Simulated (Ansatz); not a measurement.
# NaF (Fm-3m): the host for defect calculations

Before any defect goes in: NaF (Fm-3m) at rest, and how it screens a charge.

Calculated with Ansatz 0.2.0; plane-wave PAW DFT, PBEsol; relaxation of the host's cell and atoms, in the first sound run; inputs show where later runs differ.

### Step 1. The starting structure

Symmetry: Fm-3m, No. 225, cubic system. Conventional cell: a = 4.572 Å, b = 4.572 Å, c = 4.572 Å, α = 90.00°, β = 90.00°, γ = 90.00°. Nearest to Na lie 6 F at 2.29 Å. Nearest to F lie 6 Na at 2.29 Å. Farther neighbours and most contacts between anions are not listed.

### Step 2. Host cell relaxation

Lattice and positions are set free, within the symmetry that the program keeps.

Contents of cell/input.yaml:

```yaml
crystal:
  lattice:
    - [0.0, 2.2858943, 2.2858943]
    - [2.2858943, 0.0, 2.2858943]
    - [2.2858943, 2.2858943, 0.0]
  atoms:
    - { symbol: Na, position: [0.0, 0.0, 0.0] }
    - { symbol: F, position: [0.5, 0.5, 0.5] }
basis:
  ecutwfc: 420
  xc_grid: 2
hamiltonian:
  xc: pbesol
kpoints:
  mp_grid: { grid: [10, 10, 10] }
scf:
  occupations: { method: fixed }
  max_iter: 100
relax:
  f_tol: 0.005
  max_steps: 60
  cell: {}
output:
  forces: true
  stress: true
checkpoint:
  write: "../cell.run"
  compress: false
  write_wavefunctions: false
  write_every: 100000
```

Launch:

```sh
ansatz run input.yaml --threads 32 --pin off --max-ram 84787MiB --backend cpu --events-out ev --progress --plain --runs-dir out
```

Numbers of over 12 decimals in the logs are rounded to 6 here.

The program printed:

```text
[... repeated set-up lines and file paths are left out, and long positions are rounded to six places ...]
Engine: ansatz 0.2.0, aarch64-unknown-linux-gnu
Pseudopotentials: kind: paw
Pseudopotential: Na, paw, valence charge 9, recommended cutoff 420 eV (normal), Na.paw.azcp
Pseudopotential: F, paw, valence charge 7, recommended cutoff 420 eV (normal), F.paw.azcp
Functional definition: PBEsol
  exchange = pbesol_x
  correlation = pbesol_c
Crystal: 2 atoms, lattice volume = 23.889 Å³
Basis set: ecut = 420 eV, 459 PW (Γ), exchange–correlation on 48×48×48 points (8 copies of the dense FFT grid, shifted against one another)
Bands: 12, of which v1, the nominal top of the filled ones, is band 8 counted from 1 (7 counted from 0)
Symmetry: 48 space group operations
Space group: Fm-3m (ITA 225), of the structure as read, at distance tolerance 2.9e-5 Å
k-points: 47 of 1000
Non-local potential: Na, projectors of the file, l = 0: 3, l = 1: 2, l = 2: 1
Non-local potential: F, projectors of the file, l = 0: 2, l = 1: 2, l = 2: 1
PAW form: soft (Blöchl's): semilocal exchange-correlation on the pseudo side does not see the compensation charge
PAW frozen core: Na, regenerated for the run's functional, and the local potential with it (the file was generated under x = pbe(κ = 0.804, μ = 0.219515), c = pbe(β = 0.066725))
PAW frozen core: F, regenerated for the run's functional, and the local potential with it (the file was generated under x = pbe(κ = 0.804, μ = 0.219515), c = pbe(β = 0.066725))
PAW one-centre angular grid: Na, 110 points (default); XC on 64 Gauss nodes
PAW one-centre angular grid: F, 110 points (default); XC on 64 Gauss nodes
Initial density: superposition of atomic densities (neutral atoms: chi_scale 0, normalization atom), corrected by the library's trained network
Initial wavefunctions: pseudopotential atomic-orbital guess
Functional: x = pbesol(κ = 0.804, μ = 0.123457), c = pbesol(β = 0.046)
SCF iter   1: F=—  HF=-2278.924548 eV  |Δ(HF+E_count)|=         —  Δρ=1.20e-2  dr2=2.06e-2  Hψ=2743
preconditioner: auto → none  [insulator: Δε(μ)=6.236 eV  Ē_g=26.407 eV  n_scr=8 (ndim 8)  ℏωp=28.4 eV  f_vac=0.106  ε∞_Penn≈2.2]
SCF iter   2: F=—  HF=-2278.917927 eV  |Δ(HF+E_count)|=   6.62e-3  Δρ=4.95e-3  dr2=3.17e-3  Hψ=1205
SCF iter   3: F=—  HF=-2278.916941 eV  |Δ(HF+E_count)|=   9.86e-4  Δρ=4.96e-4  dr2=4.06e-5  Hψ=797
SCF iter   4: F=—  HF=-2278.916943 eV  |Δ(HF+E_count)|=   1.21e-6  Δρ=1.28e-4  dr2=9.21e-7  Hψ=940
SCF iter   5: F=—  HF=-2278.916946 eV  |Δ(HF+E_count)|=   3.08e-6  Δρ=5.30e-5  dr2=4.74e-7  Hψ=893
SCF iter   6: F=-2278.916945 eV  HF=-2278.916945 eV  |Δ(HF+E_count)|=   9.90e-8  Δρ=6.95e-6  dr2=7.85e-9  Hψ=1948
SCF 1 converged in 6 iterations: F = -2278.916945 eV  dr2 = 7.85e-9
  greatest PAW one-centre occupation: 0.999 electrons in one spin orbital (limit 2), on the Na atom at site 0 (counted from 0), in its partial waves of l = 0
relax step   1: F+E_penalty+E_count = -2278.91694549 eV  Δ(F+E_penalty+E_count) = +0.000e0 eV  max|allowed force component| = 1.806e-29 eV/Å  Δτ_max = 0.0000 Å  P = +1.976 GPa  Ω = 23.889 Å³  (6 SCF iters, dr2 threshold 1.00e-7 eV, accepted)
[... the SCF cycles and remarks between the steps are left out from here to the last step ...]
relax step   2: F+E_penalty+E_count = -2278.91889523 eV  Δ(F+E_penalty+E_count) = -1.950e-3 eV  max|allowed force component| = 1.376e-29 eV/Å  Δτ_max = 0.0000 Å  P = +1.207 GPa  Ω = 24.182 Å³  energy of the carried Pulay correction = -9.538e-4 eV  (5 SCF iters, dr2 threshold 2.00e-7 eV, accepted)
relax step   3: F+E_penalty+E_count = -2278.91919530 eV  Δ(F+E_penalty+E_count) = -3.001e-4 eV  max|allowed force component| = 9.549e-30 eV/Å  Δτ_max = 0.0000 Å  P = +0.038 GPa  Ω = 24.657 Å³  energy of the carried Pulay correction = -2.476e-3 eV  (5 SCF iters, dr2 threshold 2.00e-7 eV, accepted)
relax step   4: F+E_penalty+E_count = -2278.92224446 eV  Δ(F+E_penalty+E_count) = -3.049e-3 eV  max|allowed force component| = 1.073e-29 eV/Å  Δτ_max = 0.0000 Å  P = +0.279 GPa  Ω = 24.657 Å³  stress off target by 2.79e-1 GPa  SCF on the basis re-selected at this cell (its energy is not comparable with the rows above)  (7 SCF iters)
relax step   5: F+E_penalty+E_count = -2278.92198576 eV  Δ(F+E_penalty+E_count) = +2.587e-4 eV  max|allowed force component| = 7.724e-30 eV/Å  Δτ_max = 0.0000 Å  P = +0.035 GPa  Ω = 24.773 Å³  energy of the carried Pulay correction = -3.718e-4 eV  (4 SCF iters, dr2 threshold 1.95e-7 eV, accepted)
iter 1 solved again at ethr=4.62e-7 eV; its pass at ethr=3.10e-3 eV (dr2=7.39e-5 eV) is discarded
SCF iter   1: F=—  HF=-2278.922437 eV  |Δ(HF+E_count)|=         —  Δρ=4.84e-5  dr2=1.76e-7  Hψ=4170
SCF iter   2: F=—  HF=-2278.922452 eV  |Δ(HF+E_count)|=   1.48e-5  Δρ=2.86e-5  dr2=1.03e-7  Hψ=940
SCF iter   3: F=—  HF=-2278.922452 eV  |Δ(HF+E_count)|=   6.76e-9  Δρ=1.38e-5  dr2=1.18e-8  Hψ=706
SCF iter   4: F=—  HF=-2278.922452 eV  |Δ(HF+E_count)|=   6.69e-9  Δρ=3.35e-6  dr2=1.13e-9  Hψ=813
SCF iter   5: F=—  HF=-2278.922452 eV  |Δ(HF+E_count)|=  3.71e-10  Δρ=1.06e-6  dr2=1.44e-10  Hψ=925
SCF iter   6: F=-2278.922452 eV  HF=-2278.922452 eV  |Δ(HF+E_count)|=  6.37e-12  Δρ=8.53e-8  dr2=1.28e-12  Hψ=2500
SCF 6 converged in 6 iterations: F = -2278.922452 eV  dr2 = 1.28e-12
relax step   6: F+E_penalty+E_count = -2278.92245198 eV  Δ(F+E_penalty+E_count) = -4.662e-4 eV  max|allowed force component| = 7.305e-30 eV/Å  Δτ_max = 0.0000 Å  P = +0.049 GPa  Ω = 24.773 Å³  stress off target by 4.93e-2 GPa  SCF on the basis re-selected at this cell (its energy is not comparable with the rows above)  (6 SCF iters)
basis re-selected at this cell: Δ(F+E_penalty+E_count) = -4.662e-4 eV, ΔP = +0.014 GPa vs the last step (what re-selecting the basis moved, of the pressure what is left beyond the Pulay correction that the steps carried, after the strain that the cell walked [...]
SCF converged after 6 iterations
Free energy (F): -2278.922452 eV
Harris-Foulkes:  -2278.922452 eV  (|F-HF|=1.36e-12)
Internal energy: -2278.922452 eV  (E = F + TS)
E sigma→0 (E₀):  -2278.922452 eV
Fermi energy:    0.957820 eV
--- Per-component energies (eV) ---
  E_band       = -232.512243
  E_kinetic    = 328.479938
  E_local      = -1688.666612  (includes V_loc(G=0)·N_el)
  E_nonlocal   = 189.835809
  E_hartree    = 597.433415
  E_xc         = -118.097526
  E_vxc        = -152.460278  (∫ρ·V_xc dr)
  E_paw        = -447.020866  (= ΣΔE_a)
  E_vpaw       = -104.569925  (= ΣTr[D̂ρ^β])
  E_aug_tail   = 0.001978  (compensation charges beyond the density's cutoff)
  E_ewald      = -1140.985725
  E_core_change = 0.097136  (= ΣΔE_core)
  E_smearing   = -0.000000  (= −TS)
  E_closure    = 0.000000  (closes the sum)
  Σ components = -2278.922452   (vs F -2278.922452, Δ=0.00e0)
--- Forces (eV/Å), atoms counted from 1 ---
  atom   1  Na    -0.00000000    -0.00000000     0.00000000
  atom   2  F      0.00000000    -0.00000000     0.00000000
  max |Σ_I F_I| component: 1.48e-29 eV/Å
--- Stress (GPa, compression-positive) ---
        0.049266      -0.000000      -0.000000
       -0.000000       0.049266      -0.000000
       -0.000000      -0.000000       0.049266
  P = ⅓ Tr σ = 0.0493 GPa (0.493 kbar)
--- Relaxed structure (4 steps of the walk, 4 accepted, 2 SCFs on fresh bases) ---
  F+E_penalty+E_count = -2278.92245198 eV   max|allowed force component| = 7.305e-30 eV/Å   (the final SCF, on the basis selected at the relaxed cell)
  cell:  # Å, volume = 24.7730 Å³
    - [0, 2.313748, 2.313748]
    - [2.313748, 0, 2.313748]
    - [2.313748, 2.313748, 0]
  atoms:
    - { symbol: Na, position: [0, 0, 0] }
    - { symbol: F, position: [0.5, 0.5, 0.5] }
```

Elapsed: 1.1 s, on 32 threads of Arm Neoverse V2, shared host; peak memory 0.088 GiB.

Step by step:

```csv
step,energy less that of the first step (eV),largest force component (eV/Å),pressure (GPa),volume (Å³)
1,0.0000,0.0000,1.98,23.89
2,-0.0019,0.0000,1.21,24.18
3,-0.0023,0.0000,0.04,24.66
4,-0.0053,0.0000,0.28,24.66
5,-0.0050,0.0000,0.04,24.77
6*,-0.0055,0.0000,0.05,24.77
```

Relaxation steps marked * repeat the geometry before them on a plane-wave basis chosen anew for their cell, so energy and pressure can jump there. The log counts 2 steps on a newly chosen plane-wave basis, not all of them marked here; energy and pressure can jump at such steps.

The run keeps the 48 symmetry operations that it works with, so distortions that break them were not tested.

```csv
"conventional cell, symmetrised",before,after,change
a (Å),4.572,4.627,+1.2 %
b (Å),4.572,4.627,+1.2 %
c (Å),4.572,4.627,+1.2 %
volume (Å³/atom),11.94,12.39,+3.7 %
```

Final coordinates:

```xyz
2
Lattice="0.0000 2.3137 2.3137 2.3137 0.0000 2.3137 2.3137 2.3137 0.0000" Properties=species:S:1:pos:R:3 pbc="T T T"
Na    0.0000    0.0000    0.0000
F     2.3137    2.3137    2.3137
```

This step gave:

```
pressure : 0.04927 GPa
```

The relaxation ends with a pressure of 0.05 GPa.

### Step 3. Dielectric tensors of the host

The response to a uniform electric field gives the electronic dielectric tensor.

This step: plane-wave PAW DFPT, PBEsol; dielectric tensors, Born charges and zone-centre modes of the host (Ansatz 0.2.0).

Contents of eps/input.yaml:

```yaml
crystal:
  lattice:
    - [0.0, 2.3137478706, 2.3137478706]
    - [2.3137478706, 0.0, 2.3137478706]
    - [2.3137478706, 2.3137478706, 0.0]
  atoms:
    - { symbol: Na, position: [0.0, 0.0, 0.0] }
    - { symbol: F, position: [0.5, 0.5, 0.5] }
basis:
  ecutwfc: 420
hamiltonian:
  xc: pbesol
kpoints:
  mp_grid: { grid: [9, 9, 9] }
scf:
  occupations: { method: fixed }
  max_iter: 100
phonons:
  method: dfpt
  dielectric: true
  rigid_motions: translations
```

The program printed:

```text
[...]
Crystal: 2 atoms, lattice volume = 24.773 Å³
Basis set: ecut = 420 eV, 531 PW (Γ), exchange–correlation on 48×48×48 points (8 copies of the dense FFT grid, shifted against one another)
Bands: 12, of which v1, the nominal top of the filled ones, is band 8 counted from 1 (7 counted from 0)
[... 1 set-up line as in the run before ...]
k-points: 75 of 729 (irreducible under 8 space group operations, time reversal used)
[...]
SCF iter   1: F=—  HF=-2278.929728 eV  |Δ(HF+E_count)|=         —  Δρ=1.16e-2  dr2=2.01e-2  Hψ=4370
[...]
SCF iter   8: F=-2278.922375 eV  HF=-2278.922375 eV  |Δ(HF+E_count)|=  4.32e-11  Δρ=4.46e-8  dr2=3.36e-13  Hψ=4645
SCF 1 converged in 8 iterations: F = -2278.922375 eV  dr2 = 3.36e-13
[...]
NSCF: frozen V_eff on 5 k-points
DFPT response loops at Γ: preconditioner auto → none (the input reference at scf.mixing.eps_inf says where Resta's filter doesn't serve); β = 0.50; Broyden in place of MSR1
SCF converged after 8 iterations
Free energy (F): -2278.922375 eV
[...]
Internal energy: -2278.922375 eV  (E = F + TS)
E sigma→0 (E₀):  -2278.922375 eV
Fermi energy:    0.957797 eV
[...]
--- Band table (eV; the first three rows and the last of 75) ---
  k-point 0: bands = [... 4 lower, -17.8012, 0.9578, 0.9578, 0.9578, 7.1617, 19.8199, 19.8199, 19.8199]
  k-point 1: bands = [... 4 lower, -17.6256, 0.7137, 0.9271, 0.9271, 7.6027, 18.3015, 20.0132, 20.0132]
  [... further k-points left out ...]
--- Phonons (Γ-DFPT): 2 representative perturbations + reference, on 75 of 729 k-points (Σ response iterations 7) ---
  k mesh reduced under 8 symmetry operations, with k and −k counted as one. Each operation leaves every solved perturbation unchanged. A smaller set is not considered because the run solves the response to a homogeneous field
  ASR residual: 1.807e-5 → 0.000e0 eV/Å²; symmetrization residual: 1.231e-6 eV/Å²
  ASR residual per site (eV/Å²): 1.81e-5 9.96e-6
  Γ frequencies (cm⁻¹): 0.00 0.00 0.00 239.98 239.98 239.98
  ε∞ (high-frequency dielectric tensor):
        1.895311     0.000000    -0.000000
        0.000000     1.895311    -0.000000
       -0.000000     0.000000     1.895311
  ε⁰ (static dielectric tensor: ions relaxed, cell fixed):
        5.290485     0.000000    -0.000000
        0.000000     5.290485     0.000000
       -0.000000     0.000000     5.290485
  ε⁰ − ε∞ (ionic part):
        3.395174    -0.000000    -0.000000
       -0.000000     3.395174     0.000000
       -0.000000     0.000000     3.395174
  softest optical mode at Γ: 239.98 cm⁻¹; the repairs (sum rule, projections) moved no ω² at Γ by more than (0.57 cm⁻¹)²
  Born effective charges Z* (e; rows j = field, columns β = displacement):
    site 0:
         1.01190   -0.00000    0.00000
         0.00000    1.01190    0.00000
         0.00000   -0.00000    1.01190
    site 1:
        -1.01190    0.00000    0.00000
         0.00000   -1.01190   -0.00000
         0.00000    0.00000   -1.01190
  Z* charge neutrality: 3.889e-5 e pre-enforcement
  k-mesh period / interband length: 29.4 Å / 0.88 Å = 33.37 at k = (0.0000, 0.0000, 0.0000), direct gap 6.204 eV — 14 or more, which is no proof of convergence
  optical modes at Γ without the LO–TO term, one row a degenerate level:
      ω (cm⁻¹)  modes    IR ((D/Å)²/amu)
        239.98      3             6.8129
  optical modes at Γ + LO–TO along q̂ = [1.0000, 0.0000, 0.0000]:
      ω (cm⁻¹)  modes    IR ((D/Å)²/amu)
        239.98      2             4.5420
        400.93      1             2.2710
  optical modes at Γ + LO–TO along q̂ = [0.0000, 1.0000, 0.0000]:
      ω (cm⁻¹)  modes    IR ((D/Å)²/amu)
        239.98      2             4.5420
        400.93      1             2.2710
  optical modes at Γ + LO–TO along q̂ = [0.0000, 0.0000, 1.0000]:
      ω (cm⁻¹)  modes    IR ((D/Å)²/amu)
        239.98      2             4.5420
        400.93      1             2.2710
```

Wall time 1.1 s (32 threads); peak memory 0.14 GiB.

The column dr2 measures how far the density is from self-consistency, as an energy; F and HF (Harris–Foulkes) agree once it is small.

Electronic dielectric tensor:

```
1.90 0.00 0.00
0.00 1.90 0.00
0.00 0.00 1.90
```

Static dielectric tensor:

```
5.29 0.00 0.00
0.00 5.29 0.00
0.00 0.00 5.29
```

The electronic dielectric tensor is isotropic, 1.90. The static dielectric tensor is isotropic, 5.29.

### Step 4. Summary of results

```yaml
primitive_cell_vectors_lengths: 3.272, 3.272, 3.272 Å
electronic_dielectric_constant: 1.90
static_dielectric_constant: 5.29
gap_on_the_k_mesh_of_the_response_run_pbesol: 6.20 eV
```

In words: The cell grew by 3.7 % in volume. The k-mesh can miss the band edges, so this gap is an upper bound at this level. All at zero temperature.

[Logs are printed without paths, hosts, clocks, repeated set-up lines and the standing remarks that a program may print on its own settings, such as how far it seeks lower states.]

[Hosts, paths, dates, database ids (printed as entryN), source tags and the programs' standing remarks are cut or masked in the printed files.]

[Runs of the host that timed out are not shown.]

[For some hosts the program warned that the k-mesh of the response run may be too coarse for force constants and the static dielectric constant; such warnings are not always shown.]
